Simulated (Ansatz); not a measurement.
## Finding the fault: NbH2(331) slab (72 atoms)

Program: Ansatz 0.2.0. The cell: 24 Nb and 48 H.

Contents of input.yaml:

```yaml
crystal:
  lattice:
    - [7.743664, 0.0, 0.0]
    - [-1.290608, 5.625648, 0.0]
    - [0.0, 0.0, 17.480944]
  atoms:
    - { symbol: Nb, position: [0.00085, 0.9876, 0.33244] }
    - { symbol: H, position: [0.86088, 0.14494, 0.32145] }
    - { symbol: H, position: [0.80672, 0.83193, 0.34394] }
    - { symbol: Nb, position: [0.8925, 0.36143, 0.38133] }
    - { symbol: H, position: [0.7517, 0.51424, 0.3667] }
    - { symbol: H, position: [0.69944, 0.19786, 0.39247] }
    - { symbol: Nb, position: [0.7895, 0.724, 0.42848] }
    - { symbol: H, position: [0.98207, 0.88233, 0.41656] }
    - { symbol: H, position: [0.92532, 0.56893, 0.44032] }
    - { symbol: Nb, position: [0.68311, 0.09279, 0.47601] }
    - { symbol: H, position: [0.87791, 0.25011, 0.46346] }
    - { symbol: H, position: [0.82329, 0.93761, 0.48848] }
    - { symbol: Nb, position: [0.91003, 0.46251, 0.52461] }
    - { symbol: H, position: [0.77262, 0.62049, 0.51168] }
    - { symbol: H, position: [0.71951, 0.30552, 0.53501] }
    - { symbol: Nb, position: [0.80301, 0.82994, 0.57232] }
    - { symbol: H, position: [0.99886, 0.98173, 0.56034] }
    - { symbol: H, position: [0.94552, 0.67351, 0.58361] }
    [... 48 atom lines left out ...]
    - { symbol: Nb, position: [0.02941, 0.19579, 0.61865] }
    - { symbol: H, position: [0.22698, 0.3582, 0.60832] }
    - { symbol: H, position: [0.17381, 0.03636, 0.63272] }
    - { symbol: Nb, position: [0.26189, 0.56525, 0.66842] }
    - { symbol: H, position: [0.12273, 0.71981, 0.65659] }
    - { symbol: H, position: [0.0689, 0.40643, 0.67946] }
kpoints:
  mp_grid: { grid: [2, 2, 1] }
hamiltonian:
  xc: lda
scf:
  occupations: { method: gaussian, width: 0.025 }
  max_iter: 60
output:
  forces: true
```

Run with:

```console
$ ansatz run input.yaml --threads 8 --pin off --max-ram 15872MiB --backend cpu --events-out ev --progress --plain --runs-dir out
```

Numbers of over 12 decimals in the logs are rounded to 6 here.

What it wrote:

```text
Engine: ansatz 0.2.0, aarch64-unknown-linux-gnu
Pseudopotentials: kind: paw
Pseudopotential: Nb, paw, valence charge 13, recommended cutoff 420 eV (normal), Nb.paw.azcp
Pseudopotential: H, paw, valence charge 1, recommended cutoff 420 eV (normal), H.paw.azcp
[... 3 lines on functional and potentials left out ...]
Crystal: 72 atoms, lattice volume = 761.525 Å³
Basis set: ecut = 420 eV, 14859 PW (Γ)
Bands: 252, of which v1, the nominal top of the filled ones, is band 180 counted from 1 (179 counted from 0)
Symmetry: 1 space group operations
Space group: P1 (ITA 1), of the structure as read, at distance tolerance 9.1e-5 Å
k-points: 4
[... 6 lines on functional and potentials left out ...]
Initial density: superposition of atomic densities (neutral atoms: chi_scale 0, normalization atom), corrected by the library's trained network
Initial wavefunctions: pseudopotential atomic-orbital guess
Functional: x = slater, c = lda
SCF iter   1: F=—  HF=-107230.274973 eV  |F-HF|=—  |Δ(HF+E_count)|=         —  Δρ=4.14e-2  dr2=1.77e2  ethr=1.77e-3  ⟨swp⟩=9.2  Hψ=5756  notcnv=0  defer=23
preconditioner: auto → LDOS  [metal: Δε(μ)=0.002 eV  Ē_g=20.816 eV  σ=0.025 eV  W_gap=0.05  n_scr=170 (ndim 8)  ℏωp=23.8 eV  f_vac=0.501  D(μ)=44.78/eV (n_scr^D=422)  β→1.0]
SCF iter   2: F=—  HF=-107220.062731 eV  |F-HF|=—  |Δ(HF+E_count)|=    1.02e1  Δρ=3.52e-2  dr2=1.91e1  ethr=1.77e-3  ⟨swp⟩=4.8  Hψ=2252  notcnv=0  defer=261
preconditioner: auto → Resta (q_TF=auto, 2.408 Å⁻¹)  ε∞=2.2  [insulator: Δε(μ)=0.107 eV  Ē_g=21.653 eV  σ=0.025 eV  W_gap=1.00  n_scr=170 (ndim 8)  ℏωp=23.8 eV  f_vac=0.503  D(μ)=0.32/eV (n_scr^D=0)  ε∞_Penn≈2.2  vacuum switching on, ρ_ref=3.4e-2 e/Å³  β→0.5]
SCF iter   3: F=—  HF=-107224.478643 eV  |F-HF|=—  |Δ(HF+E_count)|=    4.42e0  Δρ=3.98e-2  dr2=9.84e1  ethr=1.77e-3  ⟨swp⟩=5.8  Hψ=2629  notcnv=0  defer=84  recentre
automatic band count: iteration 3 solves 208 bands in place of 252: the levels show a gap, and the empty bands left out lie too high to hold charge; the band table lists the bands solved (type scf.n_extra_bands for more)
SCF iter   4: F=—  HF=-107216.756519 eV  |F-HF|=—  |Δ(HF+E_count)|=    7.72e0  Δρ=9.72e-3  dr2=4.02e0  ethr=1.77e-3  ⟨swp⟩=5.0  Hψ=2122  notcnv=0  defer=83
SCF iter   5: F=—  HF=-107220.493305 eV  |F-HF|=—  |Δ(HF+E_count)|=    3.74e0  Δρ=2.67e-2  dr2=1.40e2  ethr=1.12e-3  ⟨swp⟩=7.0  Hψ=2976  notcnv=0  defer=211  recentre
automatic band count: iteration 5 solves 252 bands in place of 208: the levels no longer show a gap clear of their residuals, so the SCF keeps every band
SCF iter   6: F=—  HF=-107216.725017 eV  |F-HF|=—  |Δ(HF+E_count)|=    3.77e0  Δρ=4.33e-3  dr2=6.58e-1  ethr=1.12e-3  ⟨swp⟩=2.5  Hψ=1451  notcnv=0  defer=259
SCF iter   7: F=—  HF=-107216.683939 eV  |F-HF|=—  |Δ(HF+E_count)|=   4.11e-2  Δρ=2.51e-3  dr2=4.22e-2  ethr=1.83e-4  ⟨swp⟩=3.0  Hψ=1191  notcnv=0  defer=259
SCF iter   8: F=—  HF=-107216.681781 eV  |F-HF|=—  |Δ(HF+E_count)|=   2.16e-3  Δρ=1.12e-3  dr2=1.76e-2  ethr=1.17e-5  ⟨swp⟩=3.0  Hψ=1614  notcnv=0  defer=259
SCF iter   9: F=—  HF=-107216.681435 eV  |F-HF|=—  |Δ(HF+E_count)|=   3.45e-4  Δρ=4.29e-4  dr2=2.58e-3  ethr=4.88e-6  ⟨swp⟩=3.2  Hψ=1440  notcnv=0  defer=259
SCF iter  10: F=—  HF=-107216.681304 eV  |F-HF|=—  |Δ(HF+E_count)|=   1.32e-4  Δρ=2.44e-4  dr2=6.26e-4  ethr=7.18e-7  ⟨swp⟩=3.2  Hψ=1290  notcnv=0  defer=259
SCF iter  11: F=—  HF=-107216.681245 eV  |F-HF|=—  |Δ(HF+E_count)|=   5.87e-5  Δρ=1.45e-4  dr2=4.33e-4  ethr=1.74e-7  ⟨swp⟩=3.0  Hψ=1473  notcnv=0  defer=259
SCF iter  12: F=—  HF=-107216.681248 eV  |F-HF|=—  |Δ(HF+E_count)|=   2.69e-6  Δρ=8.17e-5  dr2=1.69e-4  ethr=1.20e-7  ⟨swp⟩=2.5  Hψ=1038  notcnv=0  defer=259
SCF iter  13: F=—  HF=-107216.681260 eV  |F-HF|=—  |Δ(HF+E_count)|=   1.18e-5  Δρ=4.44e-5  dr2=2.83e-5  ethr=4.69e-8  ⟨swp⟩=2.8  Hψ=846  notcnv=0  defer=259
SCF iter  14: F=—  HF=-107216.681370 eV  |F-HF|=—  |Δ(HF+E_count)|=   1.10e-4  Δρ=2.48e-5  dr2=1.95e-5  ethr=7.86e-9  ⟨swp⟩=2.2  Hψ=1307  notcnv=0  defer=259
SCF iter  15: F=—  HF=-107216.681371 eV  |F-HF|=—  |Δ(HF+E_count)|=   6.85e-7  Δρ=1.47e-5  dr2=3.77e-6  ethr=5.41e-9  ⟨swp⟩=2.2  Hψ=902  notcnv=0  defer=259
SCF iter  16: F=—  HF=-107216.681371 eV  |F-HF|=—  |Δ(HF+E_count)|=   2.96e-7  Δρ=8.57e-6  dr2=2.00e-6  ethr=1.05e-9  ⟨swp⟩=3.0  Hψ=1152  notcnv=0  defer=259
SCF iter  17: F=—  HF=-107216.681371 eV  |F-HF|=—  |Δ(HF+E_count)|=   5.24e-8  Δρ=4.25e-6  dr2=1.90e-7  ethr=5.57e-10  ⟨swp⟩=2.5  Hψ=873  notcnv=0  defer=259
SCF iter  18: F=—  HF=-107216.681371 eV  |F-HF|=—  |Δ(HF+E_count)|=   1.86e-8  Δρ=2.59e-6  dr2=1.01e-7  ethr=2.78e-11  ⟨swp⟩=5.0  Hψ=3456  notcnv=0
SCF iter  19: F=—  HF=-107216.681371 eV  |F-HF|=—  |Δ(HF+E_count)|=   3.87e-9  Δρ=1.69e-6  dr2=1.03e-7  ethr=2.78e-11  ⟨swp⟩=4.0  Hψ=2502  notcnv=0
SCF iter  20: F=-107216.681371 eV  HF=-107216.681371 eV  |F-HF|=1.98e-8  |Δ(HF+E_count)|=  3.93e-10  Δρ=1.10e-6  dr2=2.59e-8  ethr=2.78e-11  ⟨swp⟩=2.8  Hψ=2643  notcnv=0
SCF 1 converged in 20 iterations: F = -107216.681371 eV  dr2 = 2.59e-8
[...]
SCF converged after 20 iterations
Free energy (F): -107216.681371 eV
Harris-Foulkes:  -107216.681371 eV  (|F-HF|=1.98e-8)
Internal energy: -107216.666881 eV  (E = F + TS)
E sigma→0 (E₀):  -107216.674126 eV
Entropy (-TS):   -0.014490 eV (-0.201 meV/atom)
Fermi energy:    9.175593 eV
--- Per-component energies (eV) ---
  E_band       = -4689.705177
  E_kinetic    = 11335.826324
  E_local      = -306045.311379  (includes V_loc(G=0)·N_el)
  E_nonlocal   = 3193.903453
  E_hartree    = 147891.358277
  E_xc         = -4966.789923
  E_vxc        = -6123.589511  (∫ρ·V_xc dr)
  E_paw        = -71288.815393  (= ΣΔE_a)
  E_vpaw       = -2833.181710  (= ΣTr[D̂ρ^β])
  E_aug_tail   = -0.080642  (compensation charges beyond the density's cutoff)
  E_ewald      = 112653.025736
  E_core_change = 10.216664  (= ΣΔE_core)
  E_smearing   = -0.014490  (= −TS)
  E_closure    = 0.000000  (closes the sum)
  Σ components = -107216.681371   (vs F -107216.681371, Δ=0.00e0)
--- Forces (eV/Å), atoms counted from 1 ---
  atom   1  Nb    -0.73733275    -1.90527940   -12.36767910
  atom   2  H     -0.12369614     2.05475257    -4.00102217
  atom   3  H      0.11196376    -3.05367085    -2.67287845
  atom   4  Nb     0.51641925    -0.14136938   -10.02319250
  atom   5  H     -0.27183912     1.63186662    -3.79529891
  atom   6  H      0.11379694    -0.51429353    -1.05696160
  atom   7  Nb    -1.82037092     0.34194866    -3.47975188
  atom   8  H     -0.48116853     0.51815256    -1.26854575
  atom   9  H      0.59043411    -0.17017724     0.54020021
  atom  10  Nb    -1.03594281     0.66525980    -0.91140744
  atom  11  H     -0.12241735     0.41226899    -0.16799136
  atom  12  H     -0.21181568    -0.54748601    -0.10364470
  atom  13  Nb     0.75800469    -0.57605117     0.12627146
  atom  14  H     -0.47927095     0.07052044     0.33083493
[...]
atom  71  H     -0.62868716     3.29218720     2.36710452
  atom  72  H     -0.02065031    -1.85378795     4.21302566
  max |Σ_I F_I| component: 5.73e-5 eV/Å
```

Wall time 17 s (8 threads of Arm Neoverse V2, shared host); peak memory 3.3 GiB; 2.2 min of CPU time.

Against a sound run (Kohn-Sham DFT, LDA, PAW (set soft_2), plane waves):

* r.m.s. difference of force components: 3388 meV/Å
* longest difference of force vectors: 15640 meV/Å
* force difference over r.m.s. force: 596.2 %

What is at fault here, and what would mend it?

A lattice far too small: crystal.lattice.

The fix is to restore the lattice.

The run converged all the same, so the exit status doesn't show the fault.

[Logs are printed without paths, hosts, clocks, repeated set-up lines and the standing remarks that a program may print on its own settings, such as how far it seeks lower states.]

[Hosts, paths, dates, database ids (printed as entryN), source tags and the programs' standing remarks are cut or masked in the printed files.]
